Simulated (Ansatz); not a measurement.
System: LaZn3P3 (P6_3/mmc).

```xyz
14
Lattice="4.0490 0.0000 0.0000 -2.0245 3.5065 0.0000 0.0000 0.0000 20.1838" Properties=species:S:1:pos:R:3 pbc="T T T"
La    0.0000    0.0000   10.0919
La    0.0000    0.0000    0.0000
Zn    2.0245    1.1688    5.0460
Zn    0.0000    2.3377   15.1379
Zn    2.0245    1.1688   12.7392
Zn    0.0000    2.3377    7.4446
Zn    0.0000    2.3377    2.6473
Zn    2.0245    1.1688   17.5365
P     2.0245    1.1688    1.8093
P     0.0000    2.3377   18.3745
P     0.0000    2.3377   11.9012
P     2.0245    1.1688    8.2826
P     2.0245    1.1688   15.1379
P     0.0000    2.3377    5.0460
```

The cell and positions are those that the Materials Project relaxed with its own functionals (PBE, PBE+U or r2SCAN), kept fixed.

Gaps computed with Ansatz 0.2.0 without a self-energy: r2SCAN 0.38 eV, r2SCAN+SOC 0.36 eV and HSE06 0.65 eV. The mean ε∞ by r2SCAN perturbation theory is 12.01.

Q: Estimate the G0W0@r2SCAN gap with 6×6×2 mesh, 1077 empty bands, screening to 140 eV, PAW set soft_1 files.

About 0.64 eV: on its mesh the run moves the gap from 0.38 eV by +0.26 eV. Among the scalar-relativistic levels given, HSE06 is nearest (+0.01 eV). One-shot corrections scale roughly with one over ε∞, here 0.08. Bands and cutoff are finite, so the gap stands short of the basis limit, usually by up to a few tenths of an eV; the mesh is an error of its own. Empty 4f levels lie near the conduction edge, and their corrections are unsure with these files. The many-body steps are scalar-relativistic: spin-orbit coupling is not in them.

[Long decimals in the printed logs are rounded to 6 places.]

[Logs are printed without paths, hosts, clocks, repeated set-up lines and the standing remarks that a program may print on its own settings, such as how far it seeks lower states.]

[Paths, hosts, dates, memory and timing lines, banners, echoed tables and standing remarks are left out of the program output; an Ansatz launch command may be rebuilt from the run's recorded settings. Measured values are a selection of at most five: reports struck by readers or far from the other reports are left out. None is set beside runs whose start may be inverted or whose files or cutoffs have a known fault.]

[Runs of the session that timed out or met a known fault of the program may be left out.]

[Cells called generated may have been cut or substituted from an entry of the Crystallography Open Database or the Materials Project.]

[Hosts, paths, dates, database ids (printed as entryN), source tags and the programs' standing remarks are cut or masked in the printed files.]

[Where the starting crystal was built by hand or by swapping elements, it need not be the compound's stable phase.]
